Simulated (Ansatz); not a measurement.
## InP (F-43m): G0W0 under other settings

A base run on InP (F-43m), then changed inputs.

Method: G0W0 on PBE, plane waves, PAW; PAW set soft_1, in Ansatz 0.2.0.

In doubt: masses and optical values from hybrid runs of this build are listed as unsure (step 3), which bears on the screening that GW takes from such a start.

## (1) Set-up

The structure is cubic, space group F-43m (No. 216). Conventional cell: a = 5.869 Å, b = 5.869 Å, c = 5.869 Å, α = 90.00°, β = 90.00°, γ = 90.00°. Nearest to In lie 4 P at 2.54 Å. P has 4 In at 2.54 Å nearest. Farther neighbours are not listed.

The cell and positions come from the Crystallography Open Database and are kept as given unless a step says otherwise.

## (2) The base run: 4×4×4 mesh, 150 empty bands, screening to 120 eV, PAW set soft_1 files

G0W0 replaces the xc potential by the self-energy, built once from these orbitals. Only a window of levels is corrected, while the sums run over the empty bands that the input names. This step takes PAW set soft_1 files.

input.yaml

```yaml
crystal:
  lattice:
    - [0.0, 2.93435, 2.93435]
    - [2.93435, 0.0, 2.93435]
    - [2.93435, 2.93435, 0.0]
  atoms:
    - { symbol: In, position: [0.0, 0.0, 0.0] }
    - { symbol: P, position: [0.25, 0.25, 0.25] }
kpoints:
  mp_grid: { grid: [4, 4, 4] }
hamiltonian:
  xc: pbe
  pseudopotentials: { kind: paw, azcp: { folder: soft_1 } }
scf:
  occupations: { method: fixed }
gw:
  n_empty_bands: 150
  ecut_chi: 120
  qp_bands: [v2, c2]
  qp_kpoints: band_edges
  screening: { model: contour_deformation }
```

On the command line:

```bash
> ansatz run input.yaml --threads 3 --pin off --max-ram 92160MiB --backend cuda --events-out ev --progress --plain --runs-dir out --devices 1 --max-vram 13GiB
```

Numbers of over 12 decimals in the logs are rounded to 6 here.

The program printed:

```text
GPUs: using 1 of 1 available (devices: 1).
Engine: ansatz 0.2.0, x86_64-unknown-linux-gnu
Pseudopotentials: kind: paw
Pseudopotential: In, paw, valence charge 13, recommended cutoff 420 eV (normal), soft_1/In.paw.azcp
Pseudopotential: P, paw, valence charge 5, recommended cutoff 420 eV (normal), soft_1/P.paw.azcp
Functional definition: PBE
  parameter kappa = 0.804
  parameter beta = 0.066725
  exchange = pbe_x(kappa = kappa, mu = beta*pi^2/3)
  correlation = pbe_c(beta = beta)
device memory: the entry about to start is reckoned to put 0.8 GiB on a device that reports 33.2 GiB free (of which the cap on the GPU budget leaves the run 13.0 GiB)
GPU FFT provider: cuFFT
GPU libraries: cuBLAS 13.8.2, cuFFT 12.4.0, cuSOLVER 12.3.4
Crystal: 2 atoms, lattice volume = 50.532 Å³
Basis set: ecut = 420 eV, 965 PW (Γ)
Bands: 13, of which v1, the nominal top of the filled ones, is band 9 counted from 1 (8 counted from 0)
Symmetry: 24 space group operations
Space group: F-43m (ITA 216), of the structure as read, at distance tolerance 3.7e-5 Å
k-points: 8 of 64 (time reversal used)
Non-local potential: In, projectors of the file, l = 0: 2, l = 1: 2, l = 2: 2, l = 3: 1
Non-local potential: P, projectors of the file, l = 0: 2, l = 1: 2, l = 2: 1
PAW form: soft (Blöchl's): semilocal exchange-correlation on the pseudo side does not see the compensation charge
PAW one-centre angular grid: In, 590 points (default); XC on 64 Gauss nodes
PAW one-centre angular grid: P, 110 points (default); XC on 64 Gauss nodes
Initial density: superposition of atomic densities (chi_scale 0.1, normalization cell, long waves kept (reshape's long-wave potential 0.00 eV rms))
Initial wavefunctions: pseudopotential atomic-orbital guess
GPU buffer pool allocated for 27000 grid points (all kernels)
GPU transforms: local potential and band sums: pruned to the plane-wave sphere, on 27×27×27
Functional: x = pbe(κ = 0.804, μ = 0.219515), c = pbe(β = 0.066725)
SCF iter   1: F=—  HF=-6354.195331 eV  |F-HF|=—  |Δ(HF+E_count)|=         —  Δρ=3.59e-2  dr2=9.60e-1  ethr=3.10e-3  ⟨swp⟩=5.0  Hψ=565  notcnv=0  defer=11
preconditioner: auto → none  [insulator: Δε(μ)=0.973 eV  Ē_g=14.435 eV  n_scr=14 (ndim 8)  ℏωp=22.2 eV  f_vac=0.000  ε∞_Penn≈3.4]
SCF iter   2: F=—  HF=-6353.952275 eV  |F-HF|=—  |Δ(HF+E_count)|=   2.43e-1  Δρ=1.65e-2  dr2=9.73e-2  ethr=3.10e-3  ⟨swp⟩=3.1  Hψ=232  notcnv=0  defer=10
SCF iter   3: F=—  HF=-6353.943902 eV  |F-HF|=—  |Δ(HF+E_count)|=   8.37e-3  Δρ=6.57e-3  dr2=1.57e-2  ethr=5.41e-4  ⟨swp⟩=2.9  Hψ=181  notcnv=0  defer=12
SCF iter   4: F=—  HF=-6353.944594 eV  |F-HF|=—  |Δ(HF+E_count)|=   6.92e-4  Δρ=1.10e-3  dr2=4.30e-4  ethr=8.70e-5  ⟨swp⟩=3.6  Hψ=201  notcnv=0  defer=12
[...]
E_nonlocal   = 359.649910
  E_hartree    = 535.467426
  E_xc         = -215.485278
  E_vxc        = -150.017733  (∫ρ·V_xc dr)
  E_paw        = -4768.707758  (= ΣΔE_a)
  E_vpaw       = -286.655965  (= ΣTr[D̂ρ^β])
  E_aug_tail   = 0.000148  (compensation charges beyond the density's cutoff)
  E_ewald      = -1219.106662
  E_smearing   = -0.000000  (= −TS)
  E_closure    = 0.000000  (closes the sum)
  Σ components = -6353.944518   (vs F -6353.944518, Δ=0.00e0)
--- Band table (eV; the first three rows and the last of 8) ---
  k-point 0: bands = [... 5 lower, -4.4707, 7.0244, 7.0244, 7.0244, 7.7032, 11.0824, 11.0824, 11.0824]
  k-point 1: bands = [... 5 lower, -3.7977, 3.5794, 6.4669, 6.4669, 8.7915, 11.7822, 11.7822, 12.3239]
  k-point 2: bands = [... 5 lower, -2.7550, 1.2952, 6.0530, 6.0530, 8.4970, 11.8028, 11.8028, 14.1069]
  k-point 7: bands = [... 5 lower, -2.0233, 1.4178, 4.0771, 4.1163, 11.2988, 11.3753, 12.5556, 13.2142]
--- G₀W₀: contour deformation, 7 samples at zero and on the imaginary axis and 2 off it, 64 q-points, 150 empty bands' worth ---
  eigenvalues of the whole cell's RPA ε∞ on this k-mesh (on a slab, of 1 + 4πα/V) = 47.1473, 47.1473, 47.1473; static W/v taken at q = 0 is 0.021210
  bands read: the sum over 159 bands ends inside a degenerate multiplet in 2 slots, whose members it reads at an even weight; the widest, k=0: bands 159 to 161 (counted from 1) at 1/3 each
  gw.qp_kpoints: band_edges: 6 of 8 stored k-points solved, in 1 pass; an edge of the gap read off the rows below is read off those points alone
    valence top: of the k-points left out ik 5 came nearest to being solved in a further pass, in band 9 (counted from 1, as in the quasiparticle table): it holds the edge there only if its correction is more favourable than any solved in that band by at least 1.026 eV; those differ by 0.113 eV
    conduction bottom: of the k-points left out ik 4 came nearest to being solved in a further pass, in band 10 (counted from 1, as in the quasiparticle table): it holds the edge there only if its correction is more favourable than any solved in that band by at least 1.614 eV; those differ by 0.241 eV
    ik  band        ε_KS         Σx   Σc(E_QP)       V_xc       Z   E_QP_lin       E_QP  E_QP is
     0     8      7.0244   -16.9005     1.4222   -15.0680  0.7331     6.6051     6.6141  root
     0     9      7.0244   -16.9005     1.4222   -15.0680  0.7331     6.6051     6.6141  root
     0    10      7.7032    -9.9811    -4.0022   -14.0723  0.7533     7.7926     7.7923  root
     0    11     11.0824    -7.0394    -4.4189   -11.5529  0.7453    11.1774    11.1770  root
     1     8      6.4669   -16.4446     1.5758   -14.4281  0.7310     6.0150     6.0262  root
     1     9      6.4669   -16.4446     1.5758   -14.4281  0.7310     6.0150     6.0262  root
     1    10      8.7915    -8.8168    -4.1024   -12.9997  0.7523     8.8723     8.8721  root
     1    11     11.7822    -7.0653    -4.6248   -11.7924  0.7407    11.8849    11.8845  root
[...]
7     8      4.0771   -15.3071     2.4184   -12.3513  0.6999     3.5199     3.5395  root
     7     9      4.1163   -14.6256     2.2815   -11.8208  0.7029     3.5715     3.5929  root
     7    10     11.2988    -6.9539    -4.3167   -11.2150  0.7400    11.2432    11.2430  root
     7    11     11.3753    -9.0184    -4.9426   -14.1990  0.7165    11.6160    11.6133  root
[key lines of the parts left out:]
SCF converged after 7 iterations
Free energy (F): -6353.944518 eV
Fermi energy:    7.024351 eV
```

Elapsed: 14 s, on 1 × NVIDIA H100 80GB HBM3 (shared by 6 runs) with 3 threads of AMD EPYC 7R13 (Zen 3), shared host; peak memory 1 GiB.

This step gave:

```
bands summed                                 : 159
RPA ε∞ on this mesh (eigenvalues)            : 47.15, 47.15, 47.15
plane waves in the screening matrix          : 169
q-points in the mesh                         : 64
G0W0 gap on the mesh                         : 1.178 eV
k of the valence top                         : 0, 0, 0
k of the conduction bottom                   : 0, 0, 0
starting gap on the mesh                     : 0.6788 eV
Z at the valence top                         : 0.7331
Z at the conduction bottom                   : 0.7533
least direct G0W0 gap on the computed points : 1.178 eV
```

The gap on the mesh goes from 0.68 eV to 1.18 eV, a correction of +0.50 eV. Between the two edge states, bare exchange in place of the xc potential would open the gap by 5.92 eV, and correlation takes back 5.42 eV.

## (3) Variant: starting point

This step: G0W0 on r2SCAN0, plane waves, PAW; PAW set soft_1.

Changes to input.yaml since step 2:

```diff
@@ -11,3 +11,3 @@
 hamiltonian:
-  xc: pbe
+  xc: r2scan0
   pseudopotentials: { kind: paw, azcp: { folder: soft_1 } }
@@ -16,4 +16,4 @@
 gw:
-  n_empty_bands: 150
-  ecut_chi: 120
+  n_empty_bands: 114
+  ecut_chi: 100
   qp_bands: [v2, c2]
```

The program printed:

```text
GPUs: using 1 of 1 available (devices: 1).
[...]
davidson cushion auto → on  (no smearing: the cushion is to keep the highest requested band from converging to the state above it; pin scf.eigensolver.cushion to override)
[...]
GPU FFT provider: cuFFT
GPU libraries: cuBLAS 13.8.2, cuFFT 12.4.0, cuSOLVER 12.3.4
Crystal: 2 atoms, lattice volume = 50.532 Å³
Basis set: ecut = 500 eV, 1243 PW (Γ), exchange–correlation on 128×128×128 points (64 copies of the dense FFT grid, shifted against one another)
Bands: 13, of which v1, the nominal top of the filled ones, is band 9 counted from 1 (8 counted from 0)
[... 1 set-up line as in the run before ...]
[...]
k-points: 8 of 64 (time reversal used)
[...]
GPU buffer pool allocated for 32768 grid points (all kernels)
GPU transforms: local potential: pruned to the plane-wave sphere, on 30×32×32; band sums: pruned to the plane-wave sphere, on 32×32×32
[...]
iter 1 solved again at ethr=4.84e-3 eV; its pass at ethr=1.00e-1 eV (dr2=8.70e-1 eV) is discarded
[...]
SCF iter   5: F=-6371.696406 eV  HF=-6371.696400 eV  |F-HF|=5.47e-6  |Δ(HF+E_count)|=   6.83e-6  Δρ=3.27e-4  dr2=1.89e-5  dr2_τ=9.66e-7  ethr=2.38e-6  ⟨swp⟩=2.9  Hψ=263  notcnv=0
SCF 1 stopped early in 5 iterations: F = -6371.696406 eV  dr2 = 1.89e-5
[...]
GPU FFT provider: cuFFT
GPU libraries: cuBLAS 13.8.2, cuFFT 12.4.0, cuSOLVER 12.3.4
[...]
GPU buffer pool allocated for 32768 grid points (all kernels)
[...]
Free energy (F): -6371.358436 eV
Frozen-core exchange: fock
[...]
Internal energy: -6371.358436 eV  (E = F + TS)
E sigma→0 (E₀):  -6371.358436 eV
Fermi energy:    6.132217 eV
[...]
--- Band table (eV; the first three rows and the last of 8) ---
  k-point 0: bands = [... 5 lower, -6.9404, 6.1322, 6.1322, 6.1322, 8.5518, 11.9440]
  k-point 1: bands = [... 5 lower, -6.1895, 2.3706, 5.5144, 5.5144, 9.6072, 12.7113]
  k-point 2: bands = [... 5 lower, -5.0263, -0.2804, 5.0360, 5.0360, 9.2694, 12.6855]
  k-point 7: bands = [... 5 lower, -4.2145, -0.0697, 2.8060, 2.8970, 12.0326, 12.4783]
  guard bands above this table: 2 of the run's 13 bands. The solve was not asked for them (output.publish_guard_bands: true or output.eigenvalues: true publishes all)
[...]
0     8      6.1322   -16.9080     1.3182   -15.8179  0.7972     6.3599     6.3604  root
     0     9      6.1322   -16.9080     1.3182   -15.8179  0.7972     6.3599     6.3604  root
     0    10      8.5518    -9.3458    -3.7499   -12.7988  0.8131     8.2557     8.2549  root
     0    11     11.9440    -6.8362    -3.9627   -10.5178  0.8090    11.6638    11.6628  root
     1     8      5.5144   -16.4792     1.4255   -15.2809  0.7953     5.7411     5.7416  root
     1     9      5.5144   -16.4792     1.4255   -15.2809  0.7953     5.7411     5.7416  root
     1    10      9.6072    -8.3870    -3.7965   -11.9019  0.8130     9.3263     9.3256  root
     1    11     12.7113    -6.8313    -4.1145   -10.6361  0.8021    12.4027    12.4016  root
[...]
6     8      3.5090   -15.5982     1.9080   -13.9431  0.7821     3.7610     3.7618  root
     6     9      3.5090   -15.5982     1.9080   -13.9431  0.7821     3.7610     3.7618  root
     6    10      9.3104    -6.1226    -3.4981    -9.2488  0.8231     8.9398     8.9385  root
     6    11      9.9639    -7.3288    -3.7090   -10.7539  0.8164     9.6807     9.6799  root
```

Elapsed: 21 s, on 1 × NVIDIA H100 80GB HBM3 (shared by 6 runs) with 3 threads; peak memory 1.3 GiB; 17 s of CPU time.

The G0W0 gap on the mesh is 1.895 eV.

Against the base:

```
              setting  base  variant
                start   PBE  r2SCAN0
          empty bands   150      114
screening cutoff (eV)   120      100
```

```
                                    quantity  variant   base
                    starting gap on the mesh    2.420  0.679
                        G0W0 gap on the mesh    1.895  1.178
least direct G0W0 gap on the computed points    1.895  1.178
                        Z at the valence top    0.797  0.733
                  Z at the conduction bottom    0.813  0.753
```

## (4) Summary of results

* base: 1.18 eV, 14 s
* starting point: 1.89 eV, 21 s

In words: Starting point: the gap moves by +0.72 eV (the plane-wave cutoff goes from 420 to 500 eV). The variant differs from the base in start, empty bands and screening cutoff together, so the change can't be laid to one of them. All runs here use a coarse mesh and modest cutoffs; they test settings and are not final values. The 4×4×4 mesh is coarse for this cell (its supercell is 17 Å along the shortest edge). The RPA ε∞ on it, from the PBE start, is 47.15; such meshes misread the long-range screening, most where the gap is narrow. The RPA ε∞ on this mesh reaches over 25; with a narrow direct gap a coarse mesh can overstate it, and the correction is then too small. The many-body steps are scalar-relativistic: spin-orbit coupling is not in them.

[Paths, hosts, dates, memory and timing lines, banners, echoed tables and standing remarks are left out of the program output.]

[Logs are printed without paths, hosts, clocks, repeated set-up lines and the standing remarks that a program may print on its own settings, such as how far it seeks lower states.]

[Runs of the session that timed out or met a known fault of the program may be left out.]

[Cells called generated may have been cut or substituted from an entry of the Crystallography Open Database or the Materials Project.]

[Hosts, paths, dates, database ids (printed as entryN), source tags and the programs' standing remarks are cut or masked in the printed files.]
